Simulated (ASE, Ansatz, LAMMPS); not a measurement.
# Twisted graphene bilayer, 32.20° (156 atoms): support functions against a reference, part 2 of 2

Wanted: errors and times of a linear-scaling basis for twisted graphene bilayer, 32.20° (156 atoms).

Ansatz 0.2.0; Kohn-Sham DFT, PBE+D3(BJ), PAW (set soft_2), plane waves.

The cell: 156 C. Beside vacuum, support functions can miss their usual error bounds without a warning. Sampling is at Γ alone, for a cell whose shortest periodic width is 13 Å.

So far: The starting structure; The classical run that made the cell; Plane-wave single point.

**4. Local order**

These statistics describe the geometry on which the runs were made.

Normalised to the volume that the atoms fill. Pair distribution function in bins of 0.2 Å:

```
r (Å)  total
 1.40   4.16
 1.60   0.00
 1.80   0.00
 2.00   0.00
 2.20   0.00
 2.40   2.76
 2.60   0.00
 2.80   1.06
 3.00   0.00
 3.20   0.00
 3.40   0.24
 3.60   0.40
 3.80   1.50
 4.00   0.29
 4.20   1.29
 4.40   0.24
 4.60   0.40
 4.80   0.22
 5.00   1.06
 5.20   0.76
 5.40   0.31
 5.60   0.53
 5.80   0.23
 6.00   0.18
 6.20   0.66
 6.40   0.24
 6.60   0.94
 6.80   0.25
```

Bonds by pair of elements; cutoffs follow the first minimum of g(r), held within bounds set by covalent radii, and pairs that aren't listed don't count as bonded:

```
pair A-B  cutoff (Å)  bonds  mean length (Å)  spread (Å)  shortest (Å)  B about A  A about B
     C-C        1.82    234             1.42           0          1.42          3          3
```

How many atoms have how many bonded neighbours:

```
element  mean    3
      C     3  156
```

Bond angles, per cent of each kind in bins of 5°:

```
angle (°)  C-C-C
  115–120   50.9
  120–125   49.1
```

Bond angles (no mean is given where the spread exceeds 20°):

```
angle  count  mean (°)  spread (°)
C-C-C    468       120           0
```

Counting bonds as in the table, all C atoms have 3 bonded neighbours.

Local excerpt of 10 atoms (numbers count through the whole input) about C37, picked at random; x, y, z are measured from there.

```
atom      x      y     z  distance (Å)  bonds  intrinsic-atomic-orbital charge (e)
 C37   0.00   0.00  0.00          0.00      3                                 0.00
 C40   0.39   1.36  0.00          1.42      3                                 0.00
 C28  -1.38  -0.34  0.00          1.42      3                                 0.00
 C38   0.98  -1.02  0.00          1.42      3                                 0.00
 C51   1.77   1.71  0.00          2.46      3                                 0.00
 C39  -0.59   2.39  0.00          2.46      3                                 0.00
 C49   2.36  -0.68  0.00          2.46      3                                 0.00
 C35   0.59  -2.39  0.00          2.46      3                                 0.00
 C27  -2.36   0.68  0.00          2.46      3                                 0.00
 C25  -1.77  -1.71  0.00          2.46      3                                 0.00
```

The column of bonds counts only the pairs C-C within 1.82 Å; other neighbours, such as metal atoms beside each other in a compound, aren't counted, and periodic images can show an atom twice.

**5. Support functions medium**

The cell is solved in localised support functions.

This step: Kohn-Sham DFT, PBE+D3(BJ), PAW (set soft_2), localised support functions (medium) (Ansatz 0.2.0).

Contents of input.yaml:

```yaml
crystal:
  lattice:
    - [15.3627, 0.0, 0.0]
    - [-7.68135, 13.30449, 0.0]
    - [0.0, 0.0, 15.53]
  atoms:
    [... the 156 atom lines of step 3 ...]
kpoints:
  mp_grid: { grid: [1, 1, 1] }
hamiltonian:
  xc: pbe
  dispersion: d3bj
scf:
  occupations: { method: gaussian, width: 0.05 }
  eigensolver: { kind: { support_functions: { accuracy: medium } } }
  mixing: { beta: 0.4 }
  max_iter: 150
output:
  forces: true
  eigenvalues: true
```

On the command line:

```console
ansatz run input.yaml --threads 8 --pin off --max-ram 15872MiB --backend cpu --events-out ev --progress --plain --runs-dir out
```

Numbers of over 12 decimals in the logs are rounded to 6 here.

Log:

```text
Warning: scf.eigensolver.kind.support_functions: disabling space-group detection — the functions' gradient is summed over unrotated k-points, so no spatial operation reduces the k-mesh or symmetrises the density; time reversal is kept, so that k and −k are solved as one point where they differ and the mesh holds both, and exact exchange and, on two spinor components, a DFT+U term hold to it where the run has them: [...]
settings of this run that can trade accuracy for cost: scf.eigensolver.kind.support_functions [...]
[...]
Crystal: 156 atoms, lattice volume = 3174.222 Å³
Basis set: ecut = 420 eV, 62067 PW (Γ), exchange–correlation on 216×216×216 points (8 copies of the dense FFT grid, shifted against one another)
Bands: 375, of which v1, the nominal top of the filled ones, is band 312 counted from 1 (311 counted from 0)
Symmetry: 1 space group operations
k-points: 1
[...]
SCF iter   1: F=—  HF=-39196.894256 eV  |F-HF|=—  |Δ(HF+E_count)|=         —  Δρ=7.07e-2  dr2=1.55e2  ethr=1.00e-1
[...]
SCF iter  13: F=—  HF=-39161.205150 eV  |F-HF|=—  |Δ(HF+E_count)|=   1.40e-3  Δρ=1.03e-5  dr2=3.93e-6  ethr=2.47e-9  κ⁻¹=1.2e-5(r=7)
SCF iter  14: F=-39161.205896 eV  HF=-39161.205601 eV  |F-HF|=2.95e-4  |Δ(HF+E_count)|=   4.52e-4  Δρ=4.69e-6  dr2=1.06e-6  ethr=6.29e-10
SCF 1 converged in 14 iterations: F = -39161.211734 eV  dr2 = 1.06e-6
[...]
SCF converged after 14 iterations
Stability not checked: this state was not tested for a lower state beside it, because the mixer in use, unlike msr1, does not test its closes by its own steps (another_mixer; see scf.mixing.algorithm and scf.lower_state_search)
Free energy (F): -39161.211734 eV
[...]
Internal energy: -39160.986062 eV  (E = F + TS)
E sigma→0 (E₀):  -39161.098898 eV
Entropy (-TS):   -0.225672 eV (-1.447 meV/atom)
Fermi energy:    0.609374 eV
[...]
Σ components = -39161.211734   (vs F -39161.211734, Δ=0.00e0)
--- Forces (eV/Å), atoms counted from 1 ---
  atom   1  C     -0.00213366     0.01132229    -0.01106685
  atom   2  C      0.01389040     0.00557455    -0.00935868
  atom   3  C      0.00031001     0.00548973    -0.01122535
  atom   4  C     -0.00912317    -0.01150360    -0.01118130
[...]
atom 156  C      0.00556616    -0.02016516     0.01251078
  max |Σ_I F_I| component: 6.50e-3 eV/Å
--- Band table (eV) ---
[...]
```

It took 82 s on 8 threads of Arm Neoverse V2, shared host; peak memory 5.2 GiB; 11 min of CPU time.

The program notes that the band table was not solved further than the SCF left it and it switched symmetry off. Further notices: vacuum switching off with vacuum.

Keys that differ from the reference: support_functions.accuracy = "medium", scf.max_iter = 150 and scf.mixing.beta = 0.4.

Forces differ from the reference by 2.6 meV/Å r.m.s.; the energy by -3.8 meV/atom. It took 82 s and 14 cycles; the reference's time can't be set against it, since the two runs asked for unlike analyses.

**6. What each setting buys**

Each row is set against the plane-wave reference (Kohn-Sham DFT, PBE+D3(BJ), PAW (set soft_2), plane waves; r.m.s. force component 0.0107 eV/Å). Energies are set beside the reference only for runs with its functional, potentials and electron count. Times are for 8 threads of Arm Neoverse V2, shared host. The reference's time includes the DOS and grids, which some other runs skip.

```
                     run  Δ force, r.m.s. (meV/Å)  Δ energy (meV/atom)  cycles  time  host memory (GiB)
               reference                        -                    -       9  31 s                4.1
support functions medium                     2.56                -3.76      14  82 s                5.2
```

**7. Results**

| Quantity | Value |
| --- | --- |
| free energy per atom | -251.0297 eV/atom |
| r.m.s. force component | 0.01067 eV/Å |
| potential in mid-vacuum, over the Fermi level | 4.276 eV |
| wall time of the 2 DFT runs | 1.9 min |

In words: The setting support functions medium changes forces by 2.6 meV/Å r.m.s. At 156 atoms the run with support functions medium takes roughly 2.6 times the time of plane waves (whose run also made extra analyses, so the like-for-like ratio is larger), in 14 SCF cycles against 9. Differences between support functions and plane waves include what basis error the plane-wave run still has.

No gap is quoted, since levels at the Fermi energy are partly filled. The potential stands 4.28 eV above the Fermi level over the upper face and 4.28 eV under the lower one, a reading of the work function, with no dipole correction. Counting bonds as in the table, all C atoms have 3 bonded neighbours.

[Logs are printed without paths, hosts, clocks, repeated set-up lines and the standing remarks that a program may print on its own settings, such as how far it seeks lower states.]

[Hosts, paths, dates, database ids (printed as entryN), source tags and the programs' standing remarks are cut or masked in the printed files.]
